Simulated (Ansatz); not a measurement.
## A hypothetical structure for CaZnGaH

This structure for CaZnGaH is made up. Its elements were placed in a known structure type with a cell scaled to their sizes. What cell does the guess relax to, and how far off was it?

Calculated with Ansatz 0.2.0; DFT, r2SCAN, plane-wave PAW, files of the set soft_1, scalar-relativistic, no spin, cell and ions relaxed at zero pressure; PAW set soft_1, in the first sound run; inputs show where later runs differ.

## 1. The starting structure

Symmetry: P3m1, No. 156, trigonal system. Conventional cell: a = 4.222 Å, b = 4.222 Å, c = 4.705 Å, α = 90.00°, β = 90.00°, γ = 120.00°. Nearest to Ga lie 1 H at 1.59 Å and 3 Zn at 2.55 Å. Zn has 3 Ga at 2.55 Å nearest. Nearest to Ca lie 3 H at 2.45 Å. H has 1 Ga at 1.59 Å and 3 Ca at 2.45 Å nearest. Farther neighbours are not listed.

## 2. Relaxing cell and atoms

The guessed cell has no reason to be at equilibrium. It is relaxed with the atoms, within the space group of the guess.

File input.yaml:

```yaml
crystal:
  lattice:
    - [4.222, 0.0, 0.0]
    - [-2.111, 3.656359255, 0.0]
    - [0.0, 0.0, 4.705]
  atoms:
    - { symbol: Ga, position: [0.333333333, 0.666666667, 0.6204] }
    - { symbol: Zn, position: [0.0, 0.0, 0.4649] }
    - { symbol: Ca, position: [0.666666667, 0.333333333, 0.0075] }
    - { symbol: H, position: [0.333333333, 0.666666667, 0.9574] }
kpoints:
  mp_grid: { grid: [7, 7, 6] }
scf:
  occupations: { method: fermi_dirac, width: 0.05 }
hamiltonian:
  xc: r2scan
  pseudopotentials: { kind: paw, azcp: { folder: soft_1 } }
relax:
  f_tol: 0.015
  max_steps: 70
  cell: {}
output:
  forces: true
  stress: true
```

Started as:

```sh
> ansatz run input.yaml --threads 4 --pin off --max-ram 8192MiB --backend cpu --events-out ev --progress --plain --runs-dir out
```

Numbers of over 12 decimals in the logs are rounded to 6 here.

Log:

```text
Engine: ansatz 0.2.0, x86_64-unknown-linux-gnu
Pseudopotentials: kind: paw
Pseudopotential: Ga, paw, valence charge 13, recommended cutoff 500 eV (meta_gga), soft_1/Ga.paw.azcp
Pseudopotential: Zn, paw, valence charge 12, recommended cutoff 500 eV (meta_gga), soft_1/Zn.paw.azcp
Pseudopotential: Ca, paw, valence charge 10, recommended cutoff 500 eV (meta_gga), soft_1/Ca.paw.azcp
Pseudopotential: H, paw, valence charge 1, recommended cutoff 500 eV (meta_gga), soft_1/H.paw.azcp
Functional definition: r2SCAN
  parameter k0 = 0.174
  parameter k1 = 0.065
  parameter a1 = 4.9479
  exchange = r2scan_x(k0 = k0, k1 = k1, a1 = a1)
  correlation = r2scan_c
Crystal: 4 atoms, lattice volume = 72.632 Å³
Basis set: ecut = 500 eV, 1871 PW (Γ), exchange–correlation on 128×128×144 points (64 copies of the dense FFT grid, shifted against one another)
Bands: 22, of which v1, the nominal top of the filled ones, is band 18 counted from 1 (17 counted from 0)
Symmetry: 6 space group operations
Space group: P3m1 (ITA 156), of the structure as read, at distance tolerance 4.2e-5 Å
k-points: 40 of 294 (time reversal used)
Non-local potential: Ga, projectors of the file, l = 0: 2, l = 1: 2, l = 2: 3, l = 3: 1
Non-local potential: Zn, projectors of the file, l = 0: 2, l = 1: 2, l = 2: 3, l = 3: 1
Non-local potential: Ca, projectors of the file, l = 0: 3, l = 1: 2, l = 2: 2
Non-local potential: H, projectors of the file, l = 0: 2, l = 1: 1
PAW form: soft (Blöchl's): semilocal exchange-correlation on the pseudo side does not see the compensation charge
PAW frozen core: Ga, regenerated for the run's functional (the file was generated under x = pbe(κ = 0.804, μ = 0.219515), c = pbe(β = 0.066725))
PAW frozen core: Zn, regenerated for the run's functional (the file was generated under x = pbe(κ = 0.804, μ = 0.219515), c = pbe(β = 0.066725))
PAW frozen core: Ca, regenerated for the run's functional (the file was generated under x = pbe(κ = 0.804, μ = 0.219515), c = pbe(β = 0.066725))
PAW one-centre angular grid: Ga, 590 points (default); XC on 160 Gauss nodes
PAW one-centre angular grid: Zn, 590 points (default); XC on 160 Gauss nodes
PAW one-centre angular grid: Ca, 302 points (default); XC on 160 Gauss nodes
PAW one-centre angular grid: H, 302 points (default); XC on 160 Gauss nodes
Initial density: superposition of atomic densities (chi_scale 0.1, normalization cell, long waves kept (reshape's long-wave potential 0.00 eV rms))
Initial wavefunctions: pseudopotential atomic-orbital guess
Functional: x = r2scan, c = r2scan; τ floored in thin density (d = 2e-4 eV/Å³)
SCF iter   1: F=—  HF=-8954.882503 eV  |F-HF|=—  |Δ(HF+E_count)|=         —  Δρ=6.20e-2  dr2=3.39e0  dr2_τ=3.23e-2  ethr=3.10e-3  ⟨swp⟩=7.2  Hψ=4801  notcnv=0
preconditioner: auto → Kerker (q_TF=auto, 2.427 Å⁻¹)  [metal: Δε(μ)=0.022 eV  Ē_g=12.834 eV  σ=0.050 eV  W_gap=0.11  n_scr=20 (ndim 8)  ℏωp=25.4 eV  f_vac=0.000  D(μ)=2.15/eV (n_scr^D=20)]
SCF iter   2: F=—  HF=-8954.365728 eV  |F-HF|=—  |Δ(HF+E_count)|=   5.17e-1  Δρ=2.80e-2  dr2=6.07e-1  dr2_τ=1.17e-2  ethr=3.10e-3  ⟨swp⟩=2.5  Hψ=1945  notcnv=0
SCF iter   3: F=—  HF=-8954.265402 eV  |F-HF|=—  |Δ(HF+E_count)|=   1.00e-1  Δρ=1.55e-2  dr2=2.56e-1  dr2_τ=2.33e-3  ethr=1.69e-3  ⟨swp⟩=2.0  Hψ=1679  notcnv=0  defer=1
SCF iter   4: F=—  HF=-8954.256733 eV  |F-HF|=—  |Δ(HF+E_count)|=   8.67e-3  Δρ=7.74e-3  dr2=2.22e-2  dr2_τ=3.73e-4  ethr=7.12e-4  ⟨swp⟩=3.3  Hψ=1626  notcnv=0  defer=1
SCF iter   5: F=—  HF=-8954.268496 eV  |F-HF|=—  |Δ(HF+E_count)|=   1.18e-2  Δρ=4.02e-3  dr2=7.50e-3  dr2_τ=1.36e-4  ethr=6.15e-5  ⟨swp⟩=2.0  Hψ=1919  notcnv=0  defer=1
SCF iter   6: F=—  HF=-8954.264017 eV  |F-HF|=—  |Δ(HF+E_count)|=   4.48e-3  Δρ=8.85e-4  dr2=7.88e-4  dr2_τ=2.48e-5  ethr=2.08e-5  ⟨swp⟩=2.0  Hψ=1595  notcnv=0  defer=1
SCF iter   7: F=—  HF=-8954.264225 eV  |F-HF|=—  |Δ(HF+E_count)|=   2.09e-4  Δρ=5.69e-4  dr2=2.01e-4  dr2_τ=2.09e-6  ethr=2.19e-6  ⟨swp⟩=2.0  Hψ=1231  notcnv=0  defer=1
SCF iter   8: F=—  HF=-8954.264281 eV  |F-HF|=—  |Δ(HF+E_count)|=   5.53e-5  Δρ=1.15e-4  dr2=1.43e-5  dr2_τ=2.76e-7  ethr=5.57e-7  ⟨swp⟩=2.0  Hψ=1232  notcnv=0  defer=1
SCF iter   9: F=—  HF=-8954.264291 eV  |F-HF|=—  |Δ(HF+E_count)|=   9.87e-6  Δρ=3.90e-5  dr2=1.29e-6  dr2_τ=1.87e-8  ethr=3.97e-8  ⟨swp⟩=2.0  Hψ=1238  notcnv=0  defer=1
SCF iter  10: F=—  HF=-8954.264291 eV  |F-HF|=—  |Δ(HF+E_count)|=   4.52e-7  Δρ=9.01e-6  dr2=1.08e-7  dr2_τ=1.01e-9  ethr=3.57e-9  ⟨swp⟩=2.0  Hψ=1232  notcnv=0  defer=1
SCF iter  11: F=-8954.264291 eV  HF=-8954.264291 eV  |F-HF|=3.70e-9  |Δ(HF+E_count)|=   4.55e-8  Δρ=6.17e-6  dr2=2.88e-8  dr2_τ=2.25e-10  ethr=2.78e-10  ⟨swp⟩=4.0  Hψ=2997  notcnv=0
SCF 1 converged in 11 iterations: F = -8954.264291 eV  dr2 = 2.88e-8
  greatest PAW one-centre occupation: 0.995 electrons in one spin orbital (limit 2), on the Ca atom at site 2 (counted from 0), in its partial waves of l = 0
relax step   1: F+E_penalty+E_count = -8954.26429102 eV  Δ(F+E_penalty+E_count) = +0.000e0 eV  max|allowed force component| = 2.034e0 eV/Å  Δτ_max = 0.0000 Å  P = -0.208 GPa  Ω = 72.632 Å³  (11 SCF iters, dr2 threshold 1.00e-7 eV, accepted)
Crystal: 4 atoms, lattice volume = 70.671 Å³
Basis set: ecut = 500 eV, 1787 PW (Γ), exchange–correlation on 128×128×144 points (64 copies of the dense FFT grid, shifted against one another)
Initial density: handed on by an earlier stage of this run
Initial wavefunctions: those handed on with the density
iter 1 solved again at ethr=5.16e-4 eV; its pass at ethr=3.10e-3 eV (dr2=1.86e-1 eV) is discarded
SCF iter   1: F=—  HF=-8954.641883 eV  |F-HF|=—  |Δ(HF+E_count)|=         —  Δρ=1.37e-2  dr2=1.90e-1  dr2_τ=1.34e0  ethr=5.16e-4  ⟨swp⟩=1.0  Hψ=6345  notcnv=0
preconditioner: auto → Kerker (q_TF=auto, 2.438 Å⁻¹)  [metal: Δε(μ)=0.073 eV  Ē_g=14.343 eV  σ=0.050 eV  W_gap=0.34  n_scr=20 (ndim 8)  ℏωp=25.8 eV  f_vac=0.000  D(μ)=1.82/eV (n_scr^D=8)]
SCF iter   2: F=—  HF=-8954.654846 eV  |F-HF|=—  |Δ(HF+E_count)|=   1.30e-2  Δρ=8.17e-3  dr2=5.78e-2  dr2_τ=2.32e-3  ethr=5.16e-4  ⟨swp⟩=3.0  Hψ=1914  notcnv=0
SCF iter   3: F=—  HF=-8954.654388 eV  |F-HF|=—  |Δ(HF+E_count)|=   4.58e-4  Δρ=3.64e-3  dr2=1.52e-2  dr2_τ=2.91e-4  ethr=1.60e-4  ⟨swp⟩=2.0  Hψ=1336  notcnv=0  defer=1
SCF iter   4: F=—  HF=-8954.652175 eV  |F-HF|=—  |Δ(HF+E_count)|=   2.21e-3  Δρ=2.58e-3  dr2=4.53e-3  dr2_τ=1.19e-4  ethr=4.23e-5  ⟨swp⟩=2.0  Hψ=1684  notcnv=0  defer=2
SCF iter   5: F=—  HF=-8954.650884 eV  |F-HF|=—  |Δ(HF+E_count)|=   1.29e-3  Δρ=1.32e-3  dr2=1.31e-3  dr2_τ=3.66e-5  ethr=1.26e-5  ⟨swp⟩=2.0  Hψ=1151  notcnv=0  defer=2
[...]
SCF iter   3: F=—  HF=-8954.803064 eV  |F-HF|=—  |Δ(HF+E_count)|=   3.07e-4  Δρ=1.67e-3  dr2=4.33e-3  dr2_τ=6.19e-5  ethr=5.71e-5  ⟨swp⟩=2.3  Hψ=1147  notcnv=0
SCF iter   4: F=—  HF=-8954.803629 eV  |F-HF|=—  |Δ(HF+E_count)|=   5.65e-4  Δρ=1.09e-3  dr2=7.43e-4  dr2_τ=1.31e-5  ethr=1.20e-5  ⟨swp⟩=2.1  Hψ=1567  notcnv=0
SCF iter   5: F=—  HF=-8954.803397 eV  |F-HF|=—  |Δ(HF+E_count)|=   2.33e-4  Δρ=7.24e-4  dr2=4.17e-4  dr2_τ=3.79e-6  ethr=2.06e-6  ⟨swp⟩=3.0  Hψ=1590  notcnv=0
SCF iter   6: F=—  HF=-8954.803484 eV  |F-HF|=—  |Δ(HF+E_count)|=   8.78e-5  Δρ=2.71e-4  dr2=6.54e-5  dr2_τ=6.31e-7  ethr=1.16e-6  ⟨swp⟩=2.0  Hψ=1307  notcnv=0
SCF iter   7: F=—  HF=-8954.803515 eV  |F-HF|=—  |Δ(HF+E_count)|=   3.05e-5  Δρ=1.54e-4  dr2=1.22e-5  dr2_τ=1.12e-7  ethr=1.82e-7  ⟨swp⟩=2.0  Hψ=1497  notcnv=0
SCF iter   8: F=—  HF=-8954.803515 eV  |F-HF|=—  |Δ(HF+E_count)|=   4.44e-7  Δρ=1.04e-4  dr2=6.67e-6  dr2_τ=7.03e-8  ethr=3.38e-8  ⟨swp⟩=3.0  Hψ=1601  notcnv=0
SCF iter   9: F=—  HF=-8954.803515 eV  |F-HF|=—  |Δ(HF+E_count)|=   6.29e-7  Δρ=2.33e-5  dr2=5.45e-7  dr2_τ=4.76e-9  ethr=1.85e-8  ⟨swp⟩=2.0  Hψ=1435  notcnv=0
SCF iter  10: F=-8954.803515 eV  HF=-8954.803515 eV  |F-HF|=6.44e-9  |Δ(HF+E_count)|=   1.23e-7  Δρ=8.49e-6  dr2=6.43e-8  dr2_τ=1.24e-9  ethr=1.11e-9  ⟨swp⟩=6.0  Hψ=4162  notcnv=0
SCF 3 converged in 10 iterations: F = -8954.803515 eV  dr2 = 6.43e-8
relax step   3: F+E_penalty+E_count = -8954.80351479 eV  Δ(F+E_penalty+E_count) = -1.525e-1 eV  max|allowed force component| = 3.836e-1 eV/Å  Δτ_max = 0.1170 Å  P = +0.556 GPa  Ω = 68.088 Å³  energy of the carried Pulay correction = +1.317e-3 eV  (10 SCF iters, dr2 threshold 4.00e-7 eV, accepted)
[...]
relax step   4: F+E_penalty+E_count = -8954.83530611 eV  Δ(F+E_penalty+E_count) = -3.179e-2 eV  max|allowed force component| = 2.104e-1 eV/Å  Δτ_max = 0.1262 Å  P = +0.746 GPa  Ω = 67.038 Å³  energy of the carried Pulay correction = +1.633e-3 eV  (9 SCF iters, dr2 threshold 4.00e-7 eV, accepted)
[...]
relax step   5: F+E_penalty+E_count = -8954.84270918 eV  Δ(F+E_penalty+E_count) = -7.403e-3 eV  max|allowed force component| = 1.076e-1 eV/Å  Δτ_max = 0.0218 Å  P = +0.141 GPa  Ω = 67.950 Å³  energy of the carried Pulay correction = +1.358e-3 eV  (8 SCF iters, dr2 threshold 4.00e-7 eV, accepted)
[...]
relax step   6: F+E_penalty+E_count = -8954.84373074 eV  Δ(F+E_penalty+E_count) = -1.022e-3 eV  max|allowed force component| = 5.346e-3 eV/Å  Δτ_max = 0.0141 Å  P = +0.004 GPa  Ω = 67.933 Å³  energy of the carried Pulay correction = +1.363e-3 eV  (6 SCF iters, dr2 threshold 4.00e-7 eV, accepted)
Basis set: ecut = 500 eV, 1725 PW (Γ), exchange–correlation on 128×128×128 points (64 copies of the dense FFT grid, shifted against one another)
Initial wavefunctions: pseudopotential atomic-orbital guess (no wavefunctions were taken with the density)
iter 1 solved again at ethr=1.04e-7 eV; its pass at ethr=3.10e-3 eV (dr2=3.75e-5 eV) is discarded
SCF iter   1: F=—  HF=-8954.843334 eV  |F-HF|=—  |Δ(HF+E_count)|=         —  Δρ=1.69e-4  dr2=1.83e-6  dr2_τ=5.00e-6  ethr=1.04e-7  ⟨swp⟩=3.0  Hψ=7043  notcnv=0
preconditioner: auto → Kerker (q_TF=auto, 2.454 Å⁻¹)  [metal: Δε(μ)=0.043 eV  Ē_g=14.495 eV  σ=0.050 eV  W_gap=0.21  n_scr=20 (ndim 8)  ℏωp=26.3 eV  f_vac=0.000  D(μ)=1.27/eV (n_scr^D=8)]
SCF iter   2: F=—  HF=-8954.843383 eV  |F-HF|=—  |Δ(HF+E_count)|=   4.83e-5  Δρ=9.09e-5  dr2=7.14e-7  dr2_τ=8.24e-7  ethr=5.09e-9  ⟨swp⟩=2.0  Hψ=1488  notcnv=0
SCF iter   3: F=—  HF=-8954.843402 eV  |F-HF|=—  |Δ(HF+E_count)|=   1.90e-5  Δρ=1.64e-5  dr2=8.09e-8  dr2_τ=3.47e-9  ethr=1.98e-9  ⟨swp⟩=2.0  Hψ=1489  notcnv=0
SCF iter   4: F=—  HF=-8954.843402 eV  |F-HF|=—  |Δ(HF+E_count)|=   3.71e-8  Δρ=3.42e-6  dr2=1.17e-8  dr2_τ=3.61e-10  ethr=2.25e-10  ⟨swp⟩=2.0  Hψ=1415  notcnv=0
SCF iter   5: F=—  HF=-8954.843402 eV  |F-HF|=—  |Δ(HF+E_count)|=   1.54e-8  Δρ=2.91e-6  dr2=4.81e-9  dr2_τ=3.44e-11  ethr=3.24e-11  ⟨swp⟩=2.0  Hψ=1435  notcnv=0
SCF iter   6: F=—  HF=-8954.843402 eV  |F-HF|=—  |Δ(HF+E_count)|=  3.09e-11  Δρ=1.50e-6  dr2=1.01e-9  dr2_τ=4.66e-11  ethr=1.34e-11  ⟨swp⟩=2.0  Hψ=1433  notcnv=0
SCF iter   7: F=—  HF=-8954.843402 eV  |F-HF|=—  |Δ(HF+E_count)|=  6.80e-10  Δρ=4.76e-7  dr2=1.83e-10  dr2_τ=7.03e-12  ethr=2.80e-12  ⟨swp⟩=2.0  Hψ=1434  notcnv=0
SCF iter   8: F=—  HF=-8954.843402 eV  |F-HF|=—  |Δ(HF+E_count)|=  2.95e-10  Δρ=3.12e-7  dr2=5.17e-11  dr2_τ=8.81e-13  ethr=1.00e-12  ⟨swp⟩=4.9  Hψ=3193  notcnv=0
SCF iter   9: F=-8954.843402 eV  HF=-8954.843402 eV  |F-HF|=5.46e-12  |Δ(HF+E_count)|=  2.55e-11  Δρ=6.54e-8  dr2=3.19e-12  dr2_τ=3.67e-14  ethr=1.00e-12  ⟨swp⟩=4.0  Hψ=2842  notcnv=0
SCF 7 converged in 9 iterations: F = -8954.843402 eV  dr2 = 3.19e-12
relax step   7: F+E_penalty+E_count = -8954.84340161 eV  Δ(F+E_penalty+E_count) = +3.291e-4 eV  max|allowed force component| = 5.770e-3 eV/Å  Δτ_max = 0.0000 Å  P = -0.001 GPa  Ω = 67.933 Å³  stress off target by 3.32e-2 GPa  SCF on the basis re-selected at this cell (its energy is not comparable with the rows above)  (9 SCF iters)
basis re-selected at this cell: Δ(F+E_penalty+E_count) = +3.291e-4 eV, ΔP = -0.006 GPa vs the last step (what re-selecting the basis moved, of the pressure what is left beyond the Pulay correction that the steps carried, after the strain that the cell walked since its last selection, with what the two solves' SCF thresholds leave and, on support functions, any second-order correction that the steps lacked; it is no measure of the basis error at this ecutwfc). The dense FFT grid was sized anew with the basis: this SCF ran on 32×32×32 points, the steps before it on 32×32×36, so part of this shift can come from that change (see relax.cell in the input reference). [rest of the remark cut]
SCF converged after 9 iterations
Free energy (F): -8954.843402 eV
Harris-Foulkes:  -8954.843402 eV  (|F-HF|=5.46e-12)
Internal energy: -8954.832847 eV  (E = F + TS)
E sigma→0 (E₀):  -8954.838124 eV
Entropy (-TS):   -0.010554 eV (-2.639 meV/atom)
Fermi energy:    8.165979 eV
--- Per-component energies (eV) ---
  E_band       = -183.790355
  E_kinetic    = 525.883793
  E_local      = -4250.842128  (includes V_loc(G=0)·N_el)
  E_nonlocal   = 817.778186
  E_hartree    = 1963.355871
  E_xc         = -263.766775
  E_vxc        = -302.598447  (∫ρ·V_xc dr)
  E_paw        = -4788.106614  (= ΣΔE_a)
  E_vpaw       = -918.363945  (= ΣTr[D̂ρ^β])
  E_aug_tail   = 0.000027  (compensation charges beyond the density's cutoff)
  E_vtau       = 17.640489  (kinetic-family band-sum trace: ∫τ·v_τ [+ j·A + Jᵃ·Aᵃ] dr)
  E_ewald      = -2958.078859
  E_core_change = -1.056348  (= ΣΔE_core)
  E_smearing   = -0.010554  (= −TS)
  E_closure    = 0.000000  (closes the sum)
  Σ components = -8954.843402   (vs F -8954.843402, Δ=0.00e0)
--- Forces (eV/Å), atoms counted from 1 ---
  atom   1  Ga     0.00000000    -0.00000000    -0.00264102
  atom   2  Zn    -0.00000000     0.00000000    -0.00371237
  atom   3  Ca     0.00000000    -0.00000000     0.00058231
  atom   4  H     -0.00000000     0.00000000     0.00576966
  max |Σ_I F_I| component: 1.42e-6 eV/Å
--- Stress (GPa, compression-positive) ---
        0.014550       0.000000       0.000000
        0.000000       0.014550      -0.000000
        0.000000      -0.000000      -0.033242
  P = ⅓ Tr σ = -0.0014 GPa (-0.014 kbar)
--- Relaxed structure (6 steps of the walk, 6 accepted, 1 SCFs on fresh bases) ---
  F+E_penalty+E_count = -8954.84340161 eV   max|allowed force component| = 5.770e-3 eV/Å   (the final SCF, on the basis selected at the relaxed cell)
  cell:  # Å, volume = 67.9329 Å³
    - [4.339778, 0, -5.4452590142761617e-17]
    - [-2.169889, 3.758358, 2.72262950713808e-17]
    - [-6.068200772475418e-17, 0, 4.164994]
  atoms:
    - { symbol: Ga, position: [0.333333, 0.666667, 0.544137] }
    - { symbol: Zn, position: [-1.9072863895063327e-17, -9.25185854285121e-18, 0.517534] }
    - { symbol: Ca, position: [0.666667, 0.333333, 0.037026] }
    - { symbol: H, position: [0.333333, 0.666667, 0.951503] }
```

It took 33 s on 4 threads of Intel Xeon Platinum 8259CL at 2.50GHz (Skylake/Cascade Lake), shared host; peak memory 0.63 GiB.

The steps of the relaxation:

```
step  energy less that of the first step (eV)  largest force component (eV/Å)  pressure (GPa)  volume (Å³)
   1                                   0.0000                          2.0341           -0.21        72.63
   2                                  -0.3868                          0.8780           -0.67        70.67
   3                                  -0.5392                          0.3836            0.56        68.09
   4                                  -0.5710                          0.2104            0.75        67.04
   5                                  -0.5784                          0.1076            0.14        67.95
   6                                  -0.5794                          0.0053            0.00        67.93
  7*                                  -0.5791                          0.0058            0.00        67.93
```

Relaxation steps marked * repeat the geometry before them on a plane-wave basis chosen anew for their cell, so energy and pressure can jump there.

The run keeps the 6 symmetry operations that it works with, so distortions that break them were not tested.

```
conventional cell, symmetrised  before  after   change
                         a (Å)   4.222  4.340   +2.8 %
                         b (Å)   4.222  4.340   +2.8 %
                         c (Å)   4.705  4.165  -11.5 %
              volume (Å³/atom)   18.16  16.98   -6.5 %
```

The atoms that moved most (Å, as changes of fractional coordinates times the final cell):

```
atom     dx     dy      dz  length
 Ga1  0.000  0.000  -0.318   0.318
 Zn2  0.000  0.000   0.219   0.219
 Ca3  0.000  0.000   0.123   0.123
  H4  0.000  0.000  -0.025   0.025
```

Final coordinates:

```cif
data_structure
_symmetry_space_group_name_H-M 'P 1'
_symmetry_Int_Tables_number 1
_cell_length_a 4.3398
_cell_length_b 4.3398
_cell_length_c 4.1650
_cell_angle_alpha 90.000
_cell_angle_beta 90.000
_cell_angle_gamma 120.000
_cell_volume 67.93
loop_
_atom_site_label
_atom_site_type_symbol
_atom_site_fract_x
_atom_site_fract_y
_atom_site_fract_z
_atom_site_occupancy
Ga1 Ga 0.33333 0.66667 0.54414 1
Zn2 Zn 0.00000 0.00000 0.51753 1
Ca3 Ca 0.66667 0.33333 0.03703 1
H4 H 0.33333 0.66667 0.95150 1
```

This step gave:

| Quantity | Value |
| --- | --- |
| free energy | -8954.8434 eV |
| energy at zero smearing | -8954.8381 eV |
| smearing term TS | 0.01055 eV |
| Fermi energy | 8.166 eV |
| electrons | 36 |
| symmetry operations | 6 |
| pressure | -0.001381 GPa |

Shortest distances by pair of elements, guess and relaxed (not always the same contact):

```
 pair  guess (Å)  relaxed (Å)
 Ga–H      1.586        1.697
Ga–Zn      2.545        2.508
 Ca–H      2.449        2.531
 H–Zn      3.363        3.089
Ca–Zn      3.252        3.207
```

The relaxation ends with a largest force component of 0.0058 eV/Å and a pressure of 0.00 GPa.

[end of part 1 of 2]

[Logs are printed without paths, hosts, clocks, repeated set-up lines and the standing remarks that a program may print on its own settings, such as how far it seeks lower states.]

[Hosts, paths, dates, database ids (printed as entryN), source tags and the programs' standing remarks are cut or masked in the printed files.]
